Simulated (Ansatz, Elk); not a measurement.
# How far do independent atoms describe LaIn2Si2?

Structure refinements treat a crystal as free atoms side by side. For a made-up structure of LaIn2Si2 (cell and positions from a PBE relaxation) the runs below show what the calculated density changes in F(hkl).

Method: DFT, PBE, all-electron APW+lo, Dirac cores, scalar-relativistic bands, static density, no spin, in Elk 11.2.3 (patched build).

The structure was built from a prototype and need not be the compound's stable phase.

### Step 1. The starting structure

It takes space group I4/mmm (No. 139, tetragonal). The conventional cell has a = 4.385 Å, b = 4.385 Å, c = 12.419 Å, α = 90.00°, β = 90.00°, γ = 90.00°. Nearest to La lie 8 Si at 3.30 Å. In has 4 Si at 2.94 Å and 4 In at 3.10 Å nearest. Nearest to Si lie 1 Si at 2.29 Å and 4 In at 2.94 Å and 4 La at 3.30 Å. Farther neighbours are not listed.

### Step 2. Ground state and structure factors

An all-electron density is needed, since X-rays see the cores too. Task 0 finds the density and task 195 Fourier-transforms it; tshift is off so that phases refer to the origin typed.

Contents of elk.in:

```
tasks
  0
  195

xctype
  20

spinpol
  .false.

rgkmax
  7.0

gmaxvr
  14.0

lmaxo
  7

lmaxapw
  8

swidth
  0.002

tshift
  .false.

ramdisk
  .false.

hmaxvr
  5.5

maxscl
  120

epspot
  1e-06

sppath
  './'

avec
  -4.14363320141 4.14363320141 11.73392536700
  4.14363320141 -4.14363320141 11.73392536700
  4.14363320141 4.14363320141 -11.73392536700

atoms
  3
  'La.in'
  1
  0.0000000000 0.0000000000 -0.0000000000   0.000000 0.000000 0.000000
  'In.in'
  2
  0.2500000000 0.7500000000 0.5000000000   0.000000 0.000000 0.000000
  0.7500000000 0.2500000000 0.5000000000   0.000000 0.000000 0.000000
  'Si.in'
  2
  0.5919990733 0.5919990733 -0.0000000000   0.000000 0.000000 0.000000
  0.4080009267 0.4080009267 -0.0000000000   0.000000 0.000000 0.000000

ngridk
  7 7 7
```

Run with:

```console
$ OMP_NUM_THREADS=4 elk
```

Numbers of over 12 decimals in the logs are rounded to 6 here.

Output:

```text
┌─────────────────────────┐
│ Elk code version 11.2.3 │
└─────────────────────────┘

All units are atomic (Hartree, Bohr, etc.)

┌─────────────────────────────────────────────────┐
│ Ground-state run starting from atomic densities │
└─────────────────────────────────────────────────┘

Lattice vectors :
  -4.143633201       4.143633201       11.73392537
   4.143633201      -4.143633201       11.73392537
   4.143633201       4.143633201      -11.73392537

Reciprocal lattice vectors :
  0.2332560090E-16  0.7581734437      0.2677358646
  0.7581734437      0.2332560090E-16  0.2677358646
  0.7581734437      0.7581734437     -0.1381228516E-16

Unit cell volume      :    805.8717308
Brillouin zone volume :   0.3078035920

Muffin-tin inner radius fraction :   0.1000000000E-01

Nuclei treated as point charges

Species : 1 (La)
 parameters loaded from : La.in
 name : lanthanum
 nuclear charge    :   -57.00000000
 electronic charge :    57.00000000
 atomic mass :    253209.2366
 muffin-tin radius :    2.800000000
 number of radial points in muffin-tin :   1393
 inner part over the whole radius :   0.9924947902E-02
 number on inner part of muffin-tin    :    996
 approximate nuclear radius :   0.9226798129E-04
 number of mesh points to nuclear radius :    505
 atomic positions (lattice), magnetic fields (Cartesian) :
  1 :   0.00000000  0.00000000  0.00000000    0.00000000  0.00000000  0.00000000

Species : 2 (In)
 parameters loaded from : In.in
 name : indium
 nuclear charge    :   -49.00000000
 electronic charge :    49.00000000
 atomic mass :    209300.4102
 muffin-tin radius :    2.600000000
 number of radial points in muffin-tin :   1193
 inner part over the whole radius :   0.9943151076E-02
 number on inner part of muffin-tin    :    850
 approximate nuclear radius :   0.8768807633E-04
 number of mesh points to nuclear radius :    427
 atomic positions (lattice), magnetic fields (Cartesian) :
  1 :   0.25000000 -0.25000000  0.50000000    0.00000000  0.00000000  0.00000000
  2 :  -0.25000000  0.25000000  0.50000000    0.00000000  0.00000000  0.00000000

Species : 3 (Si)
 parameters loaded from : Si.in
 name : silicon
 nuclear charge    :   -14.00000000
 electronic charge :    14.00000000
 atomic mass :    51196.73458
 muffin-tin radius :    2.134020520
 number of radial points in muffin-tin :    793
 inner part over the whole radius :   0.9991400360E-02
 number on inner part of muffin-tin    :    553
 approximate nuclear radius :   0.5963282101E-04
 number of mesh points to nuclear radius :    247
 atomic positions (lattice), magnetic fields (Cartesian) :
  1 :  -0.40800093 -0.40800093  0.00000000    0.00000000  0.00000000  0.00000000
  2 :   0.40800093  0.40800093  0.00000000    0.00000000  0.00000000  0.00000000

Total number of atoms per unit cell :    5
Total muffin-tin volume :    320.6135414
 ratio of muffin-tin to unit cell volume :   0.3978468646

Spin treatment :
 spin-unpolarised

Number of Bravais lattice symmetries :   16
Number of crystal symmetries         :   16
Crystal has inversion symmetry
Real symmetric eigensolver will be used

k-point grid :      7     7     7
k-point offset :    0.000000000       0.000000000       0.000000000
k-point set is reduced with full crystal symmetry group
Total number of k-points :       40

Muffin-tin radius times maximum |G+k| :    7.000000000
 using average radius
Maximum |G+k| for APW functions       :    2.852941222
Maximum (1/2)|G+k|²                   :    4.069636809
Maximum |G| for potential and density :    14.00000000
Constant for pseudocharge density :   10
 order of it for each species :   17  17  17
 order of it for pair densities of each species (exact exchange by exxq0 0: 18) :   13  11   6
Radial integration step length :    1

G-vector grid sizes :     60    60    60
Number of G-vectors :    37413

Maximum angular momentum used for
 APW functions            :    8
 outer part of muffin-tin :    7
 inner part of muffin-tin :    2

Total nuclear charge    :   -183.0000000
[...]
Density of states at Fermi energy :    77.98482085
 (states/Hartree/unit cell)

Estimated indirect band gap :   0.1758824772E-02
 from k-point 28 to k-point 34
Estimated direct band gap   :   0.6197210762E-02
 at k-point 25

Charges :
 core                        :    126.0000000
 valence                     :    57.00000000
 interstitial                :    9.796910605
 muffin-tins (core leakage)
  species : 1 (La)
   atom 1                    :    54.57546545     (  0.2214150842E-03)
  species : 2 (In)
[...]
species : 3 (Si)
[...]
total in muffin-tins        :    173.2030894
 total calculated charge     :    182.9957434
 total charge                :    183.0000000
 error                       :   0.4256575500E-02

RMS change in Kohn-Sham potential (target) :   0.3424638969     (  0.1000000000E-05)
Absolute change in total energy (target)   :   0.1791211977     (  0.1000000000E-03)

[... loops 3 to 16 left out ...]

┌──────────────────┐
│ Loop number : 17 │
└──────────────────┘

Energies :
 Fermi                       :     0.279237
 sum of occupied eigenvalues :     -12640.561632230
 electron kinetic            :      22036.937449020
 core electron kinetic       :      21551.453356059
 Coulomb                     :     -42315.246123175
 Coulomb potential           :     -33939.309025057
 nuclear-nuclear             :     -2015.2827164004
 electron-nuclear            :     -46699.638763510
 Hartree                     :      6399.6753567351
 Madelung                    :     -25345.591610646
 xc potential                :     -738.19005619348
 exchange                    :     -556.43142433112
 correlation                 :     -9.535521
 electron entropic           :    -0.92316341922748E-03
 total energy                :     -20844.276542919

Density of states at Fermi energy :    68.35438257
 (states/Hartree/unit cell)

Estimated indirect band gap :   0.6990885304E-03
 from k-point 34 to k-point 28
Estimated direct band gap   :   0.1062156449E-01
 at k-point 36

Charges :
 core                        :    126.0000000
 valence                     :    57.00000000
 interstitial                :    9.723058516
 muffin-tins (core leakage)
  species : 1 (La)
[...]
species : 2 (In)
[...]
species : 3 (Si)
[...]
total in muffin-tins        :    173.2769415
 total calculated charge     :    182.9957898
 total charge                :    183.0000000
 error                       :   0.4210230894E-02

RMS change in Kohn-Sham potential (target) :   0.4814702138E-07 (  0.1000000000E-05)
Absolute change in total energy (target)   :   0.2918104292E-04 (  0.1000000000E-03)

Convergence targets achieved

┌──────────────────┐
│ Loop number : 18 │
└──────────────────┘

Energies :
 Fermi                       :     0.279237
 sum of occupied eigenvalues :     -12640.561631133
 electron kinetic            :      22036.937450397
 core electron kinetic       :      21551.453356968
 Coulomb                     :     -42315.246123098
 Coulomb potential           :     -33939.309024281
 nuclear-nuclear             :     -2015.2827164004
 electron-nuclear            :     -46699.638764081
 Hartree                     :      6399.6753573837
 Madelung                    :     -25345.591610957
 xc potential                :     -738.19005724914
 exchange                    :     -556.43142432401
 correlation                 :     -9.535521
 electron entropic           :    -0.92316342007831E-03
 total energy                :     -20844.276541458

Density of states at Fermi energy :    68.35438273
 (states/Hartree/unit cell)

Estimated indirect band gap :   0.6990894825E-03
 from k-point 34 to k-point 28
Estimated direct band gap   :   0.1062156363E-01
 at k-point 36

Charges :
 core                        :    126.0000000
 valence                     :    57.00000000
 interstitial                :    9.723058516
 muffin-tins (core leakage)
  species : 1 (La)
[...]
species : 2 (In)
[...]
atom 2                    :    47.38106834     (  0.1288755220E-03)
  species : 3 (Si)
   atom 1                    :    12.01242981     (  0.1859521410E-02)
   atom 2                    :    12.01242981     (  0.1859521410E-02)
 total in muffin-tins        :    173.2769415
 total calculated charge     :    182.9957898
 total charge                :    183.0000000
 error                       :   0.4210231004E-02

┌──────────────────────────────┐
│ Self-consistent loop stopped │
└──────────────────────────────┘

Warning : core states of species 1 leak from the muffin-tin :   0.2163047617E-03

Warning : core states of species 2 leak from the muffin-tin :   0.1288755220E-03

Warning : core states of species 3 leak from the muffin-tin :   0.1859521410E-02

Wrote STATE.OUT
```

Run time: 45 s. Hardware: 4 threads of Arm Neoverse V2, shared host; peak memory 0.25 GiB.

SFACRHO.OUT:

```text

h k l indices transformed by vhmat matrix:
   1.000000000       0.000000000       0.000000000    
   0.000000000       1.000000000       0.000000000    
   0.000000000       0.000000000       1.000000000    

      h      k      l  multipl.   |H|            Re(F)            Im(F)           |F|

      0      0      0      1   0.0000000       183.00000     -0.67293644E-17   183.00000    
      1      1     -1      2  0.53547173      -29.278675      0.27959292E-13   29.278675    
      0     -1      0      8  0.80405812       30.970789      -0.0000000       30.970789    
      2      2     -2      2   1.0709435       117.40351     -0.53122655E-13   117.40351    
      0      0     -1      4   1.0722192      -14.914222     -0.10294842E-13   14.914222    
      2      1     -1      8   1.1045223       50.815593      -0.0000000       50.815593    
     -2      0      1      8   1.1984924       136.14368      0.13979646E-14   136.14368    
     -1     -3      2      8   1.5154451      -44.696010      0.13979646E-14   44.696010    
     -1      1      1      4   1.5163469       137.43505     -0.61920892E-14   137.43505    
     -3     -2      2      8   1.5384698       60.829011      0.34949115E-15   60.829011    
      3      3     -3      2   1.6064152      -48.511313     -0.26211836E-13   48.511313    
     -2      0      0      8   1.6081162      -24.471882     -0.15377611E-13   24.471882    
      1      0      1     16   1.7163384       27.134105      -0.0000000       27.134105    
      3      1     -1      8   1.8564018       99.274202     -0.11183717E-13   99.274202    
     -2     -1      3     16   1.8759737       42.892428      -0.0000000       42.892428    
      4      2     -3      8   1.9313787       93.114682     -0.52423673E-14   93.114682    
     -4     -3      3      8   2.0216996       49.019753      -0.0000000       49.019753    
     -4     -4      4      2   2.1418869       102.53526      0.85275841E-13   102.53526
```

Elk indexes on the primitive cell of elk.in and gives |H| = 4π sin θ/λ in inverse bohr. Below, one row stands for each form hkl of the conventional cell (m members, Friedel mates merged), F is for one primitive cell and the density is static (no thermal factor). Free-atom factors are Waasmaier and Kirfel's, and R is Σm||F|−|F'||/Σm|F|.

```
hkl   m  sin θ/λ (Å⁻¹)  abs F, DFT  neutral atoms   diff.
002   2          0.081      29.279         29.605  -0.326
101   8          0.121      30.971         31.176  -0.205
004   2          0.161     117.403        117.495  -0.092
110   4          0.161      14.914         15.102  -0.188
103   8          0.166      50.816         50.827  -0.012
112   8          0.180     136.144        136.242  -0.098
114   8          0.228      44.696         45.032  -0.336
200   4          0.228     137.435        137.835  -0.400
105   8          0.231      60.829         60.913  -0.084
006   2          0.242      48.511         48.925  -0.414
202   8          0.242      24.472         24.665  -0.193
211  16          0.258      27.134         26.922  +0.212
204   8          0.279      99.274         99.229  +0.045
213  16          0.282      42.892         42.923  -0.031
116   8          0.290      93.115         93.036  +0.079
107   8          0.304      49.020         49.085  -0.066
008   2          0.322     102.535        102.459  +0.076
220   4          0.323     119.740        119.770  -0.030
```

### Step 3. The highest occupied states alone

An energy window below the Fermi level keeps the highest occupied states, to see at which angles they scatter; shallow core shells can lie inside it and anion s states outside. No new self-consistency is needed.

Edit elk.in of step 2 so:

```diff
@@ -1,3 +1,2 @@
 tasks
-  0
   195
@@ -40,2 +39,5 @@
 
+wsfac
+  -0.161760 0.579240
+
 sppath
```

Run with:

```console
$ OMP_NUM_THREADS=4 elk
```

Output:

```text
┌─────────────────────────────────┐
│ Elk code version 11.2.3 started │
└─────────────────────────────────┘

Info(readinput): the functional depends on the density's gradient
 muffin-tin radial points multiplied by    2.00000
 (not where nrmtscf is given)

┌────────────────────┐
│ Current task : 195 │
└────────────────────┘
Info(checkmt): changed muffin-tin radius of species 3 (Si) from   2.2000 to   2.1340

Info(sfacrho): density structure factors written to SFACRHO.OUT

 Energy window :  -0.1617600000      0.5792400000

┌──────────────────┐
│ Elk code stopped │
└──────────────────┘
```

It took 14 s on 4 threads; peak memory 0.17 GiB; 17 s of CPU time.

States within 12 eV below the Fermi level hold 17.00 electrons; any levels below the window count with the cores. Their amplitudes can exceed the total, where window and core parts have opposite phase:

```
hkl  sin θ/λ (Å⁻¹)  abs F, window  abs F, all
002          0.081          0.121      29.279
101          0.121          2.825      30.971
004          0.161          0.349     117.403
110          0.161          1.414      14.914
103          0.166          0.424      50.816
112          0.180          1.246     136.144
114          0.228          0.076      44.696
200          0.228          0.279     137.435
105          0.231          0.395      60.829
006          0.242          0.120      48.511
```

### Step 4. Another functional

The difference from free atoms is small, so it is set against the change that PBEsol makes.

Edit elk.in of step 3 so:

```diff
@@ -1,2 +1,3 @@
 tasks
+  0
   195
@@ -4,3 +5,3 @@
 xctype
-  20
+  22
 
@@ -39,5 +40,2 @@
 
-wsfac
-  -0.161760 0.579240
-
 sppath
```

Run with:

```console
$ OMP_NUM_THREADS=4 elk
```

Output:

```text
┌─────────────────────────┐
│ Elk code version 11.2.3 │
└─────────────────────────┘

All units are atomic (Hartree, Bohr, etc.)

┌─────────────────────────────────────────────────┐
│ Ground-state run starting from atomic densities │
└─────────────────────────────────────────────────┘

Lattice vectors :
  -4.143633201       4.143633201       11.73392537
   4.143633201      -4.143633201       11.73392537
   4.143633201       4.143633201      -11.73392537

Reciprocal lattice vectors :
  0.2332560090E-16  0.7581734437      0.2677358646
[...]
atom 2                    :    12.00301953     (  0.1876537251E-02)
 total in muffin-tins        :    173.2700898
 total calculated charge     :    182.9957484
 total charge                :    183.0000000
 error                       :   0.4251576576E-02

┌──────────────────────────────┐
│ Self-consistent loop stopped │
└──────────────────────────────┘

Warning : core states of species 1 leak from the muffin-tin :   0.2186002566E-03

Warning : core states of species 2 leak from the muffin-tin :   0.1304378001E-03

Warning : core states of species 3 leak from the muffin-tin :   0.1876537251E-02

Wrote STATE.OUT
[key lines of the parts left out:]
total energy                :     -20834.638064884
```

It took 42 s on 4 threads; peak memory 0.24 GiB; 1.9 min of CPU time.

Against the first run R = 0.02 %; the largest change is -0.022 at 112.

### Step 5. A coarser k-mesh

About half the k-points along each axis test the sampling.

Edit elk.in of step 4 so:

```diff
@@ -5,3 +5,3 @@
 xctype
-  22
+  20
 
@@ -63,2 +63,2 @@
 ngridk
-  7 7 7
+  4 4 4
```

Run with:

```console
$ OMP_NUM_THREADS=4 elk
```

Output:

```text
┌─────────────────────────┐
│ Elk code version 11.2.3 │
└─────────────────────────┘

All units are atomic (Hartree, Bohr, etc.)

┌─────────────────────────────────────────────────┐
│ Ground-state run starting from atomic densities │
└─────────────────────────────────────────────────┘

Lattice vectors :
  -4.143633201       4.143633201       11.73392537
   4.143633201      -4.143633201       11.73392537
   4.143633201       4.143633201      -11.73392537

Reciprocal lattice vectors :
  0.2332560090E-16  0.7581734437      0.2677358646
[...]
atom 2                    :    12.00667659     (  0.1856818616E-02)
 total in muffin-tins        :    173.2707717
 total calculated charge     :    182.9957584
 total charge                :    183.0000000
 error                       :   0.4241613340E-02

┌──────────────────────────────┐
│ Self-consistent loop stopped │
└──────────────────────────────┘

Warning : core states of species 1 leak from the muffin-tin :   0.2163515904E-03

Warning : core states of species 2 leak from the muffin-tin :   0.1289087343E-03

Warning : core states of species 3 leak from the muffin-tin :   0.1856818616E-02

Wrote STATE.OUT
[key lines of the parts left out:]
total energy                :     -20844.273495380
```

It took 29 s on 4 threads; peak memory 0.25 GiB; 60 s of CPU time.

Against the first run R = 0.00 %; the largest change is -0.037 at 200.

### Step 6. Settings against the effect

```
          run  R against the first run (%)  R against neutral atoms, low angle (%)  wall time
PBE, rgkmax 7                         0.00                                    0.25       45 s
       PBEsol                         0.02                                    0.25       42 s
 k-mesh 4×4×4                         0.00                                    0.25       29 s
```

### Step 7. Outcome

```
R against neutral atoms, sin θ/λ < 0.3 Å⁻¹ : 0.25 %
R against neutral atoms, 0.3 to 0.73 Å⁻¹   : 0.11 %
```

Independent neutral atoms miss the calculated amplitudes by R = 0.25 % below 0.3 Å⁻¹ and 0.11 % from there to 0.73 Å⁻¹; by shells, 0.75 % below 0.15 Å⁻¹ (2 forms), 0.23 % 0.15 to 0.3 (13 forms), 0.07 % 0.3 to 0.45 (25 forms), 0.13 % above 0.45 (109 forms). Bonding, aspherical density and the tables' own atoms all enter these figures, and the runs don't part them. The largest change of an amplitude is -0.41 electrons, at 006. The window's part falls from 17.0 electrons at the origin to at most 0.25 between 0.45 and 0.73 Å⁻¹. Below 0.3 Å⁻¹ the changes that finished (PBEsol and k-mesh 4×4×4) move F by R = 0.02 % at most, against the 0.25 % that separates it from free atoms. The basis has no finished test. Part of the difference isn't bonding: the tables are fits to free atoms and ions calculated by other methods than this functional. Thermal motion, anomalous dispersion and extinction are left out.

[Logs are printed without paths, hosts, clocks, repeated set-up lines and the standing remarks that a program may print on its own settings, such as how far it seeks lower states.]

[Hosts, paths, dates, database ids (printed as entryN), source tags and the programs' standing remarks are cut or masked in the printed files.]
